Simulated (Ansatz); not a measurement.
# What KLiB2 (built on the sites of a database entry of LiB) distorts into

Aim: this structure of KLiB2 (built on the sites of a database entry of LiB) is to be tested for unstable modes, and one is followed downhill.

Calculated with Ansatz 0.2.0; DFT PBE+D3(BJ), scalar-relativistic, plane waves, PAW.

The structure was built from a prototype and need not be the compound's stable phase.

## (1) Starting point

It takes space group P-6m2 (No. 187, hexagonal). Conventional cell: a = 4.798 Å, b = 4.798 Å, c = 3.165 Å, α = 90.00°, β = 90.00°, γ = 120.00°. Li has 3 B at 2.77 Å nearest. Nearest to K lie 9 B at 2.77 to 3.19 Å and 2 K at 3.16 Å and 6 Li at 3.19 Å. B has 4 B at 1.58 to 3.16 Å and 3 Li at 2.77 Å and 6 K at 3.19 Å nearest. B has 2 B at 1.58 Å and 3 K at 2.77 Å nearest. Farther neighbours are not listed.

## (2) The dispersion

The cell comes from relaxations at this level that are not shown. Stability and thermal properties need the whole zone. Linear response on a 2×2×4 q mesh gives force constants as far as a supercell of that size would.

input.yaml reads:

```yaml
crystal:
  lattice:
    - [4.7979879418, 2.8112e-06, 0.0]
    - [-2.3989964055, 4.155178039, 0.0]
    - [0.0, 0.0, 3.1647645883]
  atoms:
    - { symbol: Li, position: [0.3333333333, 0.6666666667, 0.25] }
    - { symbol: K, position: [0.6666666667, 0.3333333333, 0.75] }
    - { symbol: B, position: [0.0, 0.0, 0.25] }
    - { symbol: B, position: [0.0, 0.0, 0.75] }
kpoints:
  mp_grid: { grid: [10, 10, 12] }
hamiltonian:
  xc: pbe
  dispersion: d3bj
scf:
  occupations: { method: methfessel_paxton, width: 0.15 }
output:
  eigenvalues: true
phonons:
  method: dfpt
  qmesh: [2, 2, 4]
  temperatures: { t_max: 1000, t_step: 50 }
  qpath:
    path:
      - [[0.0, 0.0, 0.0], [0.5, 0.0, 0.0], [0.33333333, 0.33333333, 0.0], [0.0, 0.0, 0.0], [0.0, 0.0, 0.5], [0.5, 0.0, 0.5], [0.33333333, 0.33333333, 0.5], [0.0, 0.0, 0.5]]
      - [[0.5, 0.0, 0.5], [0.5, 0.0, 0.0]]
      - [[0.33333333, 0.33333333, 0.5], [0.33333333, 0.33333333, 0.0]]
    npoints: 10
```

On the command line:

```
> ansatz run input.yaml --threads 8 --pin off --max-ram 14336MiB --backend cpu --events-out ev --progress --plain --runs-dir out
```

Numbers of over 12 decimals in the logs are rounded to 6 here.

The program printed:

```text
Warning: phonons: the dynamical matrix that this run interpolates holds no multipole term above the dipole-dipole one, and a site of this crystal is no centre of inversion, so its interpolated transverse optical and acoustic branches and sound speeds can stay off near Gamma, and the density of states and the thermodynamics with them. What a run solves at a wave vector of phonons.qpoints, Gamma apart, where the deck admits one, is free of this, and under fd what a larger phonons.supercell samples
Engine: ansatz 0.2.0, aarch64-unknown-linux-gnu
Pseudopotentials: kind: paw
Pseudopotential: Li, paw, valence charge 3, recommended cutoff 420 eV (normal), Li.paw.azcp
Pseudopotential: K, paw, valence charge 9, recommended cutoff 420 eV (normal), K.paw.azcp
Pseudopotential: B, paw, valence charge 3, recommended cutoff 420 eV (normal), B.paw.azcp
Functional definition: PBE
  parameter kappa = 0.804
  parameter beta = 0.066725
  exchange = pbe_x(kappa = kappa, mu = beta*pi^2/3)
  correlation = pbe_c(beta = beta)
Crystal: 4 atoms, lattice volume = 63.094 Å³
Basis set: ecut = 420 eV, 1223 PW (Γ), exchange–correlation on 72×72×48 points (8 copies of the dense FFT grid, shifted against one another)
Bands: 13, of which v1, the nominal top of the filled ones, is band 9 counted from 1 (8 counted from 0)
Symmetry: 12 space group operations
k-points: 98 of 1200 (time reversal used)
Non-local potential: Li, projectors of the file, l = 0: 3, l = 1: 2, l = 2: 1
Non-local potential: K, projectors of the file, l = 0: 3, l = 1: 2, l = 2: 2
Non-local potential: B, projectors of the file, l = 0: 2, l = 1: 2, l = 2: 1
PAW form: soft (Blöchl's): semilocal exchange-correlation on the pseudo side does not see the compensation charge
PAW one-centre angular grid: Li, 110 points (default); XC on 64 Gauss nodes
PAW one-centre angular grid: K, 110 points (default); XC on 64 Gauss nodes
PAW one-centre angular grid: B, 110 points (default); XC on 64 Gauss nodes
Initial density: superposition of atomic densities (neutral atoms: chi_scale 0, normalization atom), corrected by the library's trained network
Initial wavefunctions: pseudopotential atomic-orbital guess
Functional: x = pbe(κ = 0.804, μ = 0.219515), c = pbe(β = 0.066725)
SCF iter   1: F=—  HF=-2054.244676 eV  |F-HF|=—  |Δ(HF+E_count)|=         —  Δρ=2.02e-3  dr2=2.52e-3  ethr=1.77e-3  ⟨swp⟩=5.4  Hψ=7718  notcnv=0
preconditioner: auto → none  [metal: Δε(μ)=0.033 eV  Ē_g=11.760 eV  σ=0.150 eV  W_gap=0.18  n_scr=8 (ndim 8)  ℏωp=17.5 eV  f_vac=0.000  D(μ)=0.57/eV (n_scr^D=0)  sad-step TF]
SCF iter   2: F=—  HF=-2054.244250 eV  |F-HF|=—  |Δ(HF+E_count)|=   4.26e-4  S|Δr|=    0.00e0  Δρ=1.16e-3  dr2=8.04e-4  ethr=1.40e-5  ⟨swp⟩=2.0  Hψ=2566  notcnv=0
SCF iter   3: F=—  HF=-2054.244570 eV  |F-HF|=—  |Δ(HF+E_count)|=   3.20e-4  S|Δr|=    0.00e0  Δρ=2.71e-4  dr2=6.09e-5  ethr=4.46e-6  ⟨swp⟩=2.1  Hψ=1557  notcnv=0
SCF iter   4: F=—  HF=-2054.244569 eV  |F-HF|=—  |Δ(HF+E_count)|=   1.62e-6  S|Δr|=    0.00e0  Δρ=9.85e-5  dr2=1.50e-5  ethr=3.38e-7  ⟨swp⟩=2.0  Hψ=1665  notcnv=0
SCF iter   5: F=—  HF=-2054.244565 eV  |F-HF|=—  |Δ(HF+E_count)|=   3.30e-6  S|Δr|=    0.00e0  Δρ=3.56e-5  dr2=6.29e-7  ethr=8.32e-8  ⟨swp⟩=2.0  Hψ=1654  notcnv=0
SCF iter   6: F=—  HF=-2054.244565 eV  |F-HF|=—  |Δ(HF+E_count)|=   1.23e-7  S|Δr|=    0.00e0  Δρ=6.80e-6  dr2=3.68e-8  ethr=3.49e-9  ⟨swp⟩=2.2  Hψ=1973  notcnv=0
SCF iter   7: F=—  HF=-2054.244565 eV  |F-HF|=—  |Δ(HF+E_count)|=   9.95e-9  S|Δr|=    0.00e0  Δρ=1.76e-6  dr2=1.03e-9  ethr=2.04e-10  ⟨swp⟩=2.0  Hψ=1674  notcnv=0
SCF iter   8: F=—  HF=-2054.244565 eV  |F-HF|=—  |Δ(HF+E_count)|=  6.89e-10  S|Δr|=    0.00e0  Δρ=3.50e-7  dr2=6.66e-11  ethr=5.74e-12  ⟨swp⟩=2.0  Hψ=1892  notcnv=0
SCF iter   9: F=-2054.244565 eV  HF=-2054.244565 eV  |F-HF|=0.00e0  |Δ(HF+E_count)|=  1.82e-12  S|Δr|=    0.00e0  Δρ=7.64e-8  dr2=2.85e-12  ethr=1.00e-12  ⟨swp⟩=6.6  Hψ=7080  notcnv=0
SCF 1 converged in 9 iterations: F = -2054.244565 eV  dr2 = 2.85e-12
  greatest PAW one-centre occupation: 1.000 electrons in one spin orbital (limit 2), on the Li atom at site 0 (counted from 0), in its partial waves of l = 0
Initial density: read from a saved state, or passed on in memory by an earlier SCF of this step, an earlier step, the calling program or the single point that the run made first
iter 1 solved again at ethr=1.06e-7 eV; its pass at ethr=3.10e-3 eV (dr2=1.91e-5 eV) is discarded
SCF iter   1: F=—  HF=-2054.244566 eV  |F-HF|=—  |Δ(HF+E_count)|=         —  Δρ=2.91e-7  dr2=1.58e-11  ethr=1.06e-7  ⟨swp⟩=3.4  Hψ=11691  notcnv=0
eigensolver tolerance schedule: the retry pair's looser diagonalisation over-reported the residual by 1212100.78 of it (diagonalisation noise at an unbounded share of the residual, at the tolerance the schedule requests for it); recorded, not acted on — ethr = c·dr2/N_el stays at c = 1.0e-1
preconditioner: auto → none  [metal: Δε(μ)=0.051 eV  Ē_g=11.760 eV  σ=0.150 eV  W_gap=0.27  n_scr=8 (ndim 8)  ℏωp=17.5 eV  f_vac=0.000  D(μ)=0.56/eV (n_scr^D=0)]
SCF iter   2: F=—  HF=-2054.244565 eV  |F-HF|=—  |Δ(HF+E_count)|=   3.38e-7  S|Δr|=    0.00e0  Δρ=1.57e-7  dr2=9.35e-12  ethr=1.00e-12  ⟨swp⟩=3.5  Hψ=6893  notcnv=0
SCF iter   3: F=-2054.244565 eV  HF=-2054.244565 eV  |F-HF|=9.09e-13  |Δ(HF+E_count)|=  2.73e-12  S|Δr|=    0.00e0  Δρ=9.80e-8  dr2=2.95e-12  ethr=1.00e-12  ⟨swp⟩=1.0  Hψ=2940  notcnv=0
SCF 2 converged in 3 iterations: F = -2054.244565 eV  dr2 = 2.95e-12
phonons: the bands overlap, so this run is a metal and interpolates without the dipole-dipole term. If the crystal is really an insulator or semiconductor, its LO-TO splitting is missing
NSCF: frozen V_eff on 98 k-points
WARN: eigensolver did not converge in 3 slots of this pass, the one above among them; of largest residual over every band (k=12): 1 band(s) unlocked (lowest unlocked band 12, counted from 0; max residual 4.47e-5 eV among the unlocked bands, 4.47e-5 eV over every band); of lowest unlocked band (k=12): band 12
NSCF: frozen V_eff on 364 k-points
DFPT response loops at q = (0, 0, 0) (fractional): preconditioner auto → Kerker (q_TF=auto, 2.214 Å⁻¹) (partly filled bands, converged f_vac=0.000); β = 1.00, the filter's whole step (`scf.mixing.beta` (0.50) is not read by the response loops under this deck's `scf.mixing.preconditioner`; to damp them name `kerker` or `kerker_dos`, under which they read `scf.mixing.beta`, and type it under 1.00, their step now; both keys bind the ground state too); Broyden in place of MSR1
NSCF: frozen V_eff on 1248 k-points
DFPT response loops at q = (0, 0, 0.25) (fractional): mixed as the last ones told, above
NSCF: frozen V_eff on 728 k-points
DFPT response loops at q = (0, 0, -0.5) (fractional): mixed as the last ones told, above
NSCF: frozen V_eff on 728 k-points
DFPT response loops at q = (0, -0.5, 0) (fractional): mixed as the last ones told, above
NSCF: frozen V_eff on 1248 k-points
DFPT response loops at q = (0, -0.5, 0.25) (fractional): mixed as the last ones told, above
NSCF: frozen V_eff on 728 k-points
DFPT response loops at q = (0, -0.5, -0.5) (fractional): mixed as the last ones told, above
SCF converged after 9 iterations
Stability not checked: this state was not tested for a lower state beside it, because cold or Methfessel-Paxton smearing, or corrected tetrahedra, fill the levels in a way that the test cannot read (fill_not_monotonic; see scf.lower_state_search)
Free energy (F): -2054.244565 eV
Harris-Foulkes:  -2054.244565 eV  (|F-HF|=0.00e0)
Internal energy: -2054.243835 eV  (E = F + TS)
E sigma→0 (E₀):  -2054.244383 eV
Entropy (-TS):   -0.000731 eV (-0.183 meV/atom)
Fermi energy:    5.629178 eV
--- Per-component energies (eV) ---
  E_band       = -177.440571
  E_kinetic    = 370.326708
  E_local      = -739.587080  (includes V_loc(G=0)·N_el)
  E_nonlocal   = 4.503884
  E_hartree    = 244.007681
  E_xc         = -208.906294
  E_vxc        = -253.320995  (∫ρ·V_xc dr)
  E_paw        = -960.374374  (= ΣΔE_a)
  E_vpaw       = -47.378445  (= ΣTr[D̂ρ^β])
  E_aug_tail   = 0.000003  (compensation charges beyond the density's cutoff)
  E_ewald      = -763.413478
  E_disp       = -0.800886  (pairwise vdW)
  E_smearing   = -0.000731  (= −TS)
  E_closure    = -0.000000  (closes the sum)
  Σ components = -2054.244565   (vs F -2054.244565, Δ=0.00e0)
--- Band table (eV; the first three rows and the last of 98) ---
  k-point 0: bands = [... 5 lower, -3.9824, 2.3891, 2.8678, 2.8678, 6.3621, 8.9077, 9.3978, 9.3978]
  k-point 1: bands = [... 5 lower, -3.9047, 2.1872, 2.9642, 2.9642, 6.4442, 9.0698, 9.3785, 9.3785]
  k-point 2: bands = [... 5 lower, -3.6775, 1.6497, 3.2527, 3.2527, 6.6522, 9.2941, 9.2941, 9.4841]
  k-point 97: bands = [... 5 lower, -1.4977, -1.2124, 4.9338, 5.3621, 5.7321, 6.0670, 9.1194, 9.3687]
--- Phonons (Γ-DFPT): 8 representative perturbations + reference (Σ response iterations 25) ---
  ASR residual: 1.850e-3 → 0.000e0 eV/Å²; symmetrization residual: 6.593e-7 eV/Å²
  pairwise dispersion correction: d3bj (s6 = 1.0, s8 = 0.7875, a1 = 0.4289, a2_bohr = 4.4407), with the weights of each atom's references fixed at the reference crystal's, and the forces and stress that the weights' published response gives there kept as a pressure on the atom's counted neighbours (hamiltonian.dispersion)
  ASR residual per site (eV/Å²): 1.54e-5 1.85e-3 2.23e-5 1.24e-5
  Γ frequencies (cm⁻¹): -70.63 0.00 0.00 0.00 143.47 208.50 208.50 284.72 284.72 470.66 470.66 1274.88
--- Phonons (arbitrary-q DFPT): 6 irreducible q on the 2×2×4 mesh ---
  q = [0.0000, 0.0000, 0.0000] (star 1, of the zone-centre solve; hermiticity 3.88e-8, symmetrization 6.25e-9): -70.63 -0.00 -0.00 0.00 143.47 208.50 208.50 284.72 284.72 470.66 470.66 1274.88
  q = [0.0000, 0.0000, 0.2500] (star 2, 8 solved perturbations in 3168 linear systems a pass and spin channel, the states on 624 of 1200 k-point pairs; hermiticity 2.24e-8, symmetrization 2.44e-8): 64.44 64.44 126.65 210.46 210.46 223.89 289.74 289.74 469.66 469.66 601.92 1344.57
  q = [0.0000, 0.0000, -0.5000] (star 1, 8 solved perturbations in 1848 linear systems a pass and spin channel, the states on 364 of 1200 k-point pairs; hermiticity 3.29e-8, symmetrization 3.68e-9): 139.40 139.40 171.19 181.51 181.51 289.34 353.01 353.01 428.66 428.66 1073.77 1091.35
  q = [0.0000, -0.5000, 0.0000] (star 3, 12 solved perturbations in 3780 linear systems a pass and spin channel, the states on 364 of 1200 k-point pairs; hermiticity 2.80e-8, symmetrization 1.02e-8): -98.59 -59.91 42.44 124.22 166.42 196.17 234.25 283.89 287.66 467.54 471.47 1231.13
  q = [0.0000, -0.5000, 0.2500] (star 6, 12 solved perturbations in 6480 linear systems a pass and spin channel, the states on 624 of 1200 k-point pairs; hermiticity 2.66e-8, symmetrization 2.18e-8): -10.48 96.98 143.68 205.58 222.90 245.79 294.22 294.62 468.58 472.30 598.45 1349.82
  q = [0.0000, -0.5000, -0.5000] (star 3, 12 solved perturbations in 3780 linear systems a pass and spin channel, the states on 364 of 1200 k-point pairs; hermiticity 2.12e-8, symmetrization 1.66e-8): 107.87 132.38 146.70 194.38 227.35 294.63 355.06 370.04 424.99 432.25 1067.90 1091.76
  sum rule: each row above includes the acoustic sum rule's correction from the zone centre's row sums; it moved no ω² by more than (3.59 cm⁻¹)²
  mesh force constants: q→R imaginary residual 8.39e-19; ASR residual 1.850e-3 → 0.000e0 eV/Å²; symmetrization residual 3.553e-14 eV/Å²
  interpolated dispersion: 93 rows × 12 modes
  density of states and harmonic sums: on the 16×16×20 q-mesh, interpolated from the force constants of a 2×2×4 supercell (no non-analytic term)
  largest difference from the sums on the solved wave vectors: F 1.15e-1 eV, S 1.61e-4 and C_V 4.68e-5 eV/K
  zero-point energy: 0.266939 eV/cell   skipped modes (ω ≤ 0): 164, of them read as no rigid motion or as one in doubt: 161 (4.564e-1 modes/cell left out, lowest -98.59 cm⁻¹)   left out of the sums: 3.81e-2 of the cell's modes: C_V's classical limit lies that fraction below 3 k_B per atom; for a crystal, a wire or a layer, F and S can be off by more, and a phonons.interpolated_qmesh denser along its periods is the remedy for the sampling
```

Wall time 2.9 min (8 threads of Arm Neoverse V2, shared host); peak memory 1.5 GiB.

Reading the cycles: dr2 is the Hartree energy of the density residual (eV), the measure of convergence; HF is the Harris–Foulkes estimate of the energy, which meets the free energy F at convergence.

Numbers from this step:

| Property | Result |
| --- | --- |
| volume per atom | 15.77 Å³ |
| gap on the k-mesh | 0 eV |
| sum-rule residual before enforcement | 0.001850 eV/Å² |
| lowest frequency on the path | -98.59 cm⁻¹ |
| point group | -6m2 |
| highest frequency on the path or at a solved wavevector | 1350 cm⁻¹ |
| highest optical mode at the zone centre (no LO-TO term) | 1275 cm⁻¹ |
| lowest optical zone-centre mode | -70.63 cm⁻¹ |
| lowest mode on the q mesh (acoustic modes at Γ apart) | -98.59 cm⁻¹ |

Frequencies (cm⁻¹) solved at each irreducible wavevector; negative means imaginary. Frequencies by wavevector, by row:

```
q in reciprocal lattice units  star  mode 1  mode 2  mode 3  mode 4  mode 10  mode 11  mode 12
                        0 0 0     1   -70.6       0       0       0    470.7    470.7     1275
                     0 0 0.25     2    64.4    64.4   126.7   210.5    469.7    601.9     1345
                     0 0 -0.5     1   139.4   139.4   171.2   181.5    428.7     1074     1091
                     0 -0.5 0     3   -98.6   -59.9    42.4   124.2    467.5    471.5     1231
                  0 -0.5 0.25     6   -10.5      97   143.7   205.6    472.3    598.5     1350
                  0 -0.5 -0.5     3   107.9   132.4   146.7   194.4    432.2     1068     1092
```

Interpolated from a 2×2×4 q mesh. Phonon branches along the path, in cm⁻¹:

```
    point  branch 1  branch 2  branch 3  branch 4  branch 9  branch 10  branch 11  branch 12
        Γ       -71         0         0         0       285        471        471       1275
  halfway       -76       -64        27        82       285        469        471       1253
        M       -99       -60        42       124       288        468        472       1231
  halfway       -60       -57        43       124       291        468        472       1228
        K       -59        43       103       104       290        468        472       1226
  halfway       -63       -60        31        76       287        468        471       1248
        Γ       -71         0         0         0       285        471        471       1275
  halfway        64        64       127       210       470        470        602       1345
        A       139       139       171       182       429        429       1074       1091
  halfway       129       136       149       188       428        430       1071       1092
        L       108       132       147       194       425        432       1068       1092
  halfway        98       108       173       193       420        436       1068       1092
        H        77       108       184       192       416        438       1067       1092
  halfway       123       124       160       189       426        433       1070       1092
        A       139       139       171       182       429        429       1074       1091
jump to L       108       132       147       194       425        432       1068       1092
  halfway       -10        97       144       206       469        472        598       1350
        M       -99       -60        42       124       288        468        472       1231
jump to H        77       108       184       192       416        438       1067       1092
  halfway        45        96       133       212       468        474        598       1350
        K       -59        43       103       104       290        468        472       1226
```

Symmetry leaves 6 wavevectors to solve. The lowest mode among them, the acoustic zeros apart, lies at q = (0, -0.5, 0) and is imaginary, 98.6i cm⁻¹, so the energy falls along it.

## (3) The mode frozen in, largest atomic shift 0 Å

The mode followed lies at Γ with frequency 70.6i cm⁻¹, one of the unstable modes though not the softest. At small amplitude the distorted cell has space group no. 156 by a symmetry search on the positions. The undistorted cell that holds it gives the zero of energy on the same k mesh.

input.yaml, the sections that differ from step 2:

```yaml
output:
  forces: true
  stress: true
  eigenvalues: true
# crystal, kpoints, hamiltonian, scf: as in step 2
# phonons: removed
```

The program printed:

```text
[...]
Crystal: 4 atoms, lattice volume = 63.094 Å³
Basis set: ecut = 420 eV, 1223 PW (Γ), exchange–correlation on 72×72×48 points (8 copies of the dense FFT grid, shifted against one another)
Bands: 13, of which v1, the nominal top of the filled ones, is band 9 counted from 1 (8 counted from 0)
Symmetry: 12 space group operations
[...]
k-points: 98 of 1200 (time reversal used)
[...]
P = ⅓ Tr σ = 0.0023 GPa (0.023 kbar)
--- Band table (eV; the first three rows and the last of 98) ---
  k-point 0: bands = [... 5 lower, -3.9824, 2.3891, 2.8678, 2.8678, 6.3621, 8.9077, 9.3978, 9.3978]
  k-point 1: bands = [... 5 lower, -3.9048, 2.1872, 2.9642, 2.9642, 6.4442, 9.0697, 9.3785, 9.3785]
  k-point 2: bands = [... 5 lower, -3.6775, 1.6497, 3.2527, 3.2527, 6.6522, 9.2941, 9.2941, 9.4841]
  k-point 97: bands = [... 5 lower, -1.4977, -1.2124, 4.9338, 5.3622, 5.7320, 6.0670, 9.1195, 9.3687]
[key lines of the parts left out:]
SCF converged after 6 iterations
Free energy (F): -2054.244565 eV
Fermi energy:    5.629123 eV
```

Elapsed: 1 s, on 8 threads; peak memory 0.46 GiB; 6.9 s of CPU time.

Numbers from this step:

- pressure: 0.002283 GPa
- energy from the undistorted cell: 0 meV/atom

The run ends at a pressure of 0.00 GPa.

## (4) The mode frozen in, largest atomic shift 0.45 Å

The atoms are moved along the unstable eigenvector, the largest shift by 0.45 Å, with the cell fixed.

input.yaml, the sections that differ from step 3:

```yaml
crystal:
  lattice:
    - [4.7979879418, 2.8112e-06, 0.0]
    - [-2.3989964055, 4.155178039, 0.0]
    - [0.0, 0.0, 3.1647645883]
  atoms:
    - { symbol: Li, position: [0.3333333333, 0.6666666667, 0.3298149107] }
    - { symbol: K, position: [0.6666666667, 0.3333333333, 0.8114049091] }
    - { symbol: B, position: [0.0, 0.0, 0.1188564397] }
    - { symbol: B, position: [0.0, 0.0, 0.6078093291] }
# kpoints, hamiltonian, scf, output: as in step 3
```

The program printed:

```text
[...]
Crystal: 4 atoms, lattice volume = 63.094 Å³
Basis set: ecut = 420 eV, 1223 PW (Γ), exchange–correlation on 72×72×48 points (8 copies of the dense FFT grid, shifted against one another)
Bands: 13, of which v1, the nominal top of the filled ones, is band 9 counted from 1 (8 counted from 0)
Symmetry: 6 space group operations
[...]
k-points: 138 of 1200 (time reversal used)
[...]
P = ⅓ Tr σ = -0.0157 GPa (-0.157 kbar)
--- Band table (eV; the first three rows and the last of 138) ---
  k-point 0: bands = [... 5 lower, -3.9800, 2.3387, 2.8707, 2.8707, 6.3757, 9.3924, 9.3924, 9.5711]
  k-point 1: bands = [... 5 lower, -3.9020, 2.1452, 2.9669, 2.9669, 6.4509, 9.3684, 9.3684, 9.6947]
  k-point 2: bands = [... 5 lower, -3.6742, 1.6234, 3.2549, 3.2549, 6.6487, 9.2692, 9.2692, 9.9880]
  k-point 137: bands = [... 5 lower, -1.6129, -1.0824, 4.7972, 5.4437, 5.5968, 6.2514, 9.2650, 9.2997]
[key lines of the parts left out:]
SCF converged after 7 iterations
Free energy (F): -2054.270754 eV
Fermi energy:    5.518060 eV
```

Wall time 1.5 s (8 threads); peak memory 0.49 GiB; 11 s of CPU time.

Numbers from this step:

```
pressure                         : -0.01567 GPa
energy from the undistorted cell : -6.575 meV/atom
```

The energy, extrapolated to zero smearing, is -6.58 meV/atom against the undistorted cell.

The run ends at a pressure of -0.02 GPa, with forces up to 0.41 eV/Å.

[end of part 1 of 2]

[Logs are printed without paths, hosts, clocks, repeated set-up lines and the standing remarks that a program may print on its own settings, such as how far it seeks lower states.]

[Hosts, paths, dates, database ids (printed as entryN), source tags and the programs' standing remarks are cut or masked in the printed files.]
